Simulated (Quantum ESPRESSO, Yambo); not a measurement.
# SnSe2 (1T monolayer): G0W0 with Yambo, start to end, part 3 of 3

Wanted: ground state, empty states, screening and self-energy for SnSe2 (1T monolayer).

Quantum ESPRESSO 7.5 and Yambo 5.3.0; PBE and many-body steps on it, plane waves. Known limits of the many-body steps: not at the basis limit; no spin-orbit coupling.

So far. Step 3 (Bands along the symmetry lines): The gap is 0.780 eV, −0.059 eV from the run before at this level. Step 4 (Empty states on the mesh, 6×6×1 mesh, 293 bands): On this mesh the gap is 0.791 eV.

### 6. Screening and self-energy, 6×6×1 mesh, 293 bands, screening to 136.1 eV

Now the one-shot GW correction: screening in the RPA, then the self-energy of the levels asked for.

This step: G0W0 on PBE, plane waves, norm-conserving pseudopotentials.

Input file gw3.in:

```
HF_and_locXC
gw0
dyson
ppa
em1d
rim_cut
rim_w
RandQpts= 3000000
RandGvec= 100 RL
CUTGeo= "slab z"
RandGvecW= 9 RL
EXXRLvcs= 104 Ry
VXCRLvcs= 416 Ry
Chimod= "HARTREE"
% BndsRnXp
 1 | 293 |
%
NGsBlkXp= 10 Ry
% LongDrXp
 1 | 1 | 0 |
%
% GbndRnge
 1 | 293 |
%
DysSolver= "n"
ExtendOut
PPAPntXp= 27.21138 eV
% QPkrange
 2 | 2 | 34 | 37 |
 4 | 4 | 34 | 37 |
 1 | 1 | 34 | 37 |
%
```

Command:

```sh
$ OMP_NUM_THREADS=1 mpirun -n 8 yambo -F gw3.in -J gw3 -C gw3 > gw3.log
```

Log:

```text
 Yambo, version 5.3.0

 [02] CORE Variables Setup
 =========================

  [... cell, symmetries and grids as in the set-up ...]

  [02.05] Energies & Occupations
  ==============================

  [X] === General ===
  [X] Electronic Temperature                        :  0.000000  0.000000 [eV K]
  [X] Bosonic    Temperature                        :  0.000000  0.000000 [eV K]
  [X] Finite Temperature mode                       : no
  [X] El. density                                   :  0.35949E+24 [cm-3]
  [X] Fermi Level                                   :  0.139163 [eV]

  [X] === Gaps and Widths ===
  [X] Conduction Band Min                           :  0.791107 [eV]
  [X] Valence Band Max                              :  0.000000 [eV]
  [X] Filled Bands                                  :   35
  [X] Empty Bands                                   :   36  293
  [X] Direct Gap                                    :  1.097116 [eV]
  [X] Direct Gap localized at k                     :   4
  [X] Indirect Gap                                  :  0.791107 [eV]
  [X] Indirect Gap between kpts                     :   2   4
  [X] Last valence band width                       :  0.770971 [eV]
  [X] 1st conduction band width                     :  1.364754 [eV]

 [03] Transferred momenta grid and indexing
 ==========================================

 IBZ Q-points                                      :   7
 BZ  Q-points                                      :   36

 K/Q-points units:
 rlu = crystal or reduced units; cc = cartesian coordinates; iku = interal k-units

 Q [1]          [rlu]:  0.000000  0.000000  0.000000
 Q [2]          [rlu]:  0.17396E-16  0.16667       0.0000
 Q [3]          [rlu]:  0.34792E-16  0.33333       0.0000
 Q [4]          [rlu]: -0.52188E-16 -0.50000       0.0000
 Q [5]          [rlu]:  0.166667  0.166667  0.000000
 Q [6]          [rlu]:  0.166667  0.333333  0.000000
 Q [7]          [rlu]:  0.333333  0.333333  0.000000

 [04] Coloumb potential Random Integration (RIM)
 ===============================================

 Performing RIM of v_slab

  [04.01] RIM initialization
  ==========================

  * Diagonal components only detected *

  8 x (sBL volume)        :  0.041948 [a.u.]
  sBZ random points       :  3000000
  Points outside the sBZ  :  24000829
  RL volume               :  0.188768 [a.u.]
  Integrated volume       :  0.188761 [a.u.]

  [04.02] RIM integrals
  =====================

  Gamma point sphere radius             :  0.038807 [a.u.]
  Points outside the sphere             :  2398884
  [Int_sBZ(q=0) 1/q^2]*(Vol_sBZ)^(-1/3) =:  7.486872
                                 should be <:  7.795600

  Summary of Coulomb integrals for non-metallic bands |Q|[au] RIM/Bare

  Q [1] 0.100000E-4 0.960397 * Q [2] 0.165273 0.997268
  Q [5] 0.286262 1.024371 * Q [3] 0.330547 1.023483
  Q [6] 0.437272 1.017607 * Q [4] 0.495820 1.014588
  Q [7] 0.572523 1.011286
  Non-periodic chartesian directions : none
  Optical renormalization            :  28.34589 [au]
  Polarizability dimension           : length

 [05] Coloumb potential CutOffslab
 =================================

 Cut directionsZ
 Slab Cutoff:Z
 Symmetry test passed : yes

 [06] Dipoles
 ============

  [06.01] Setup: observables and procedures
  =========================================

  [WARNING] [x,Vnl] slows the Dipoles computation. To neglect it rename the ns.kb_pp file

 [07] Dynamic Dielectric Matrix (PPA)
 ====================================

 [SLK-Inversion]  Pools        :  2
 [SLK-Inversion]  BLACS grid   :  2  2

 [WR./gw3//ndb.pp]---------------------------------------------------------------
  Brillouin Zone Q/K grids (IBZ/BZ)                :    7   36    7   36
  RL vectors                                       :  27469 [WF]
  Coulomb cutoff potential                         : slab z
  Electronic Temperature                           :  0.000000 [K]
  Bosonic    Temperature                           :  0.000000 [K]
  PPA    diel. fun.  energies                      : Perdew, Burke & Ernzerhof(X)+Perdew, Burke & Ernzerhof(C)
  wavefunctions                                    : Perdew, Burke & Ernzerhof(X)+Perdew, Burke & Ernzerhof(C)
  Global Gauge                                     : length
  X matrix size                                    :   713
  X band range                                     :    1  293
  X e/h energy range                               : -1.000000 -1.000000 [eV]
  X Time ordering                                  : R
  X Hxc Kernel                                     : HARTREE
  X Drude frequency                                :  0.000000  0.000000
  X poles                                          :  100.0000 [o/o]
  RL vectors in the sum                            :  27469
  [r,Vnl] included                                 : yes
  Field direction                                  :  0.707107E-5  0.707107E-5   0.00000
  BZ energy Double Grid                            : no
  BZ energy DbGd points                            : 0
  BZ Q point size factor                           : -1.000000
  X Optical Averaged directions                    : none

 [08] Local Exchange-Correlation + Non-Local Fock
 ================================================

 [VXC] Plane waves :  188291
 [EXS] Plane waves :  23571

 QP @ state[ 1 ] K range:  1  2
 QP @ state[ 1 ] b range:   34   37
 QP @ state[ 2 ] K range:   4   4
 QP @ state[ 2 ] b range:   34   37

 [xc] Functional : Perdew, Burke & Ernzerhof(X)+Perdew, Burke & Ernzerhof(C)
 [xc] LIBXC used to calculate xc functional
  PP Number of Atomic Species                      :  2
  NLCC RL compoments                               :  188291
  PP Number of Atomic Species                      :  2
  NLCC RL compoments                               :  188291

 [xc] E_xc :  -68.29995 [Ha]
      E_xc :  -136.5999 [Ry]

  Local XC kind (lXC) : Perdew, Burke & Ernzerhof(X)+Perdew, Burke & Ernzerhof(C)
  Non-Local XC kind (nlXC) : Hartree-Fock

  Corrections @ K [1] :  [eV]
 <34|nlXC|34> = -16.39700  0.96562E-18 <34|lXC|34> = -14.46546 -0.18882E-15
 <35|nlXC|35> = -16.39696  0.21590E-17 <35|lXC|35> = -14.46546  0.37763E-15
 <36|nlXC|36> = -10.19821 -0.70612E-17 <36|lXC|36> = -13.19942  0.000000
 <37|nlXC|37> = -7.446102 -0.16157E-17 <37|lXC|37> = -11.35150 -0.18882E-15

  Corrections @ K [2] :  [eV]
 <34|nlXC|34> = -15.67038  0.55540E-17 <34|lXC|34> = -12.98747 -0.18882E-15
 <35|nlXC|35> = -16.41662  0.30730E-17 <35|lXC|35> = -14.45975 -0.15420E-15
 <36|nlXC|36> = -10.79488 -0.43589E-17 <36|lXC|36> = -14.21608 -0.23602E-16
 <37|nlXC|37> = -6.995033 -0.12017E-17 <37|lXC|37> = -10.94049  0.14161E-15

  Corrections @ K [4] :  [eV]
 <34|nlXC|34> = -16.01090 -0.56975E-17 <34|lXC|34> = -13.46402 -0.47204E-16
 <35|nlXC|35> = -16.32630 -0.39975E-17 <35|lXC|35> = -14.16694  0.94408E-16
 <36|nlXC|36> = -9.766633  0.12058E-18 <36|lXC|36> = -12.75429  0.000000
 <37|nlXC|37> = -7.062819  0.16650E-17 <37|lXC|37> = -11.14487  0.17702E-16

 [09] Dyson equation: Newton solver
 ==================================

  [09.01] RIM-W interpolation
  ===========================

  [WARNING] RIM-W works only for 2D semiconductors with slab cutoff
  Found compatible q grid: 2D
  q_min[ 1 ]:  0.16667      0.15140E-11   0.0000     [rlu]
   0.166667  0.083333  0.000000 [iku]
  q_min[ 2 ]:  0.17396E-16  0.16667       0.0000     [rlu]
   0.17396E-16  0.16667       0.0000     [iku]
  G-vectors :   9
  G-vectors loaded:   63
  Number of interpolated frequencies:  2

  Evaluating coefficients q = 0
  Evaluating coefficients q = 0

  [09.02] RIM-W integrals
  =======================

  8 x (sBL volume)        :  0.041948 [a.u.]
  sBZ random points       :  3000000
  Points outside the sBZ  :  24000829
  RL volume               :  0.188768 [a.u.]
  Integrated volume       :  0.188761 [a.u.]

  [09.03] RIM integrals
  =====================

  Comparison between head Wc = W - v averages: < Wc > [au] RIM-W/RIM

   < -Wc [Q = 1] > 0.334512E-1 0.419010E-4 * < -Wc [Q = 2] > 0.005530 0.005364
   < -Wc [Q = 3] > 0.001071 0.001052 * < -Wc [Q = 4] > 0.371298E-3 0.367252E-3
   < -Wc [Q = 5] > 0.001547 0.001516 * < -Wc [Q = 6] > 0.527310E-3 0.522239E-3
   < -Wc [Q = 7] > 0.256605E-3 0.255313E-3

  Comparison between head Wc = W - v averages: < Wc > [au] RIM-W/RIM

   < -Wc [G = 1,G`=0] > 0.334512E-1 0.419010E-4 * < -Wc [G = 2,G`=0] >-0.001769 0.000000
   < -Wc [G = 3,G`=0] >-0.001769 0.000000 * < -Wc [G = 4,G`=0] >-0.263736E-4  0.00000
   < -Wc [G = 5,G`=0] >-0.263915E-4  0.00000 * < -Wc [G = 6,G`=0] > 0.149862E-3  0.00000
   < -Wc [G = 7,G`=0] > 0.149883E-3  0.00000 * < -Wc [G = 8,G`=0] >-0.221934E-4  0.00000
   < -Wc [G = 9,G`=0] >-0.221948E-4  0.00000

 [10] G0W0 (W PPA)
 =================

 [  GW  ] Bands range     :    1  293
 [GW/PPA] G damping       :  0.100000 [eV]

 QP @ state[ 1 ] K range:  1  2
 QP @ state[ 1 ] b range:   34   37
 QP @ state[ 2 ] K range:   4   4
 QP @ state[ 2 ] b range:   34   37

  Sc/G bands                                       :    1  293
  Sc/G damping                                     :  0.100000 ev
  Sc bands terminator                              : no
  Sx RL components                                 :  23571

  QP @ state[ 1 ] K range                          :  1  2
  QP @ state[ 1 ] b range                          :   34   37
  QP @ state[ 2 ] K range                          :   4   4
  QP @ state[ 2 ] b range                          :   34   37
  GF energies kind                                 : Perdew, Burke & Ernzerhof(X)+Perdew, Burke & Ernzerhof(C)
  GF WF`s kind                                     : Perdew, Burke & Ernzerhof(X)+Perdew, Burke & Ernzerhof(C)
  Xs energies kind                                 : Perdew, Burke & Ernzerhof(X)+Perdew, Burke & Ernzerhof(C)
  Xs WF`s kind                                     : Perdew, Burke & Ernzerhof(X)+Perdew, Burke & Ernzerhof(C)

 [14] Game Over & Game summary
```

Elapsed: 18 min, on 8 MPI ranks of Arm Neoverse V1, shared host; peak memory 11 GiB; 2.4 h of CPU time.

Numbers from this step:

```
G0W0 gap on the points computed              : 1.866 eV
starting gap on the mesh                     : 0.7911 eV
k of the valence top                         : 0, 0.1667, 0
k of the conduction bottom                   : 0, -0.5, 0
least direct G0W0 gap on the computed points : 2.222 eV
Z at the valence top                         : 0.7470
Z at the conduction bottom                   : 0.7633
```

The gap on the mesh goes from 0.79 eV to 1.87 eV, a correction of +1.08 eV. The start differs from the 0.84 eV found before because the two sample other k points.

Limits: finite bands, cutoff and mesh; no spin-orbit coupling. v1 is the top filled band, c1 the lowest empty one. Levels before and after the correction, in eV, zero at the valence-band top of each column:

```
           conduction bottom  valence top
Kohn-Sham               0.79         0.00
     G0W0               1.87         0.00
```

```
                    level  energy (eV)
Kohn-Sham  (0 0.167 0) v2       -0.856
Kohn-Sham  (0 0.167 0) v1        0.000
Kohn-Sham  (0 0.167 0) c1        2.156
Kohn-Sham  (0 0.167 0) c2        3.814
Kohn-Sham   (0 -0.5 0) v2       -0.649
Kohn-Sham   (0 -0.5 0) v1       -0.306
Kohn-Sham   (0 -0.5 0) c1        0.791
Kohn-Sham   (0 -0.5 0) c2        4.099
     G0W0  (0 0.167 0) v2       -1.047
     G0W0  (0 0.167 0) v1        0.000
     G0W0  (0 0.167 0) c1        3.364
     G0W0  (0 0.167 0) c2        4.817
     G0W0   (0 -0.5 0) v2       -0.802
     G0W0   (0 -0.5 0) v1       -0.355
     G0W0   (0 -0.5 0) c1        1.866
     G0W0   (0 -0.5 0) c2        5.118
```

### 7. Where the time went

Times are wall times on the hardware named with each run, good to a factor of about two.

```
                          step     time  share  memory (GiB)
                  ground state     46 s    4 %           1.8
bands along the symmetry lines     18 s    1 %           1.6
      empty states on the mesh  1.7 min    8 %           2.8
         conversion and set-up    4.5 s    0 %          0.27
     screening and self-energy   18 min   86 %            11
```

### 8. What came out

| Property | Result |
| --- | --- |
| PBE gap | 0.78 eV, indirect |
| G0W0 gap on the mesh | 1.87 eV |
| GW settings | 6×6×1 mesh, 293 bands, screening to 136.1 eV, Godby-Needs plasmon pole |
| known limits | not at the basis limit; no spin-orbit coupling |

In words: G0W0 moves the gap on the mesh from 0.79 eV to 1.87 eV (+1.08 eV), with Z of 0.75 and 0.76 at the edges. Only 3 of the mesh's irreducible points were corrected, so a valley elsewhere could overtake. The dearest step here is «screening and self-energy». Bands and cutoff are finite, so the gap is not at the basis limit. The miss can reach some tenths of an eV and take either sign; the mesh is an error of its own. In the G0W0 run levels were corrected at 3 k points alone, so a gap called «on the mesh» is the least over those, and an edge elsewhere would be missed. The many-body steps are scalar-relativistic: spin-orbit coupling is not in them.

[Paths, hosts, dates, memory and timing lines, banners, echoed tables and standing remarks are left out of the program output.]

[Logs are printed without paths, hosts, clocks, repeated set-up lines and the standing remarks that a program may print on its own settings, such as how far it seeks lower states.]

[Runs of the session that timed out or met a known fault of the program may be left out.]

[Hosts, paths, dates, database ids (printed as entryN), source tags and the programs' standing remarks are cut or masked in the printed files.]
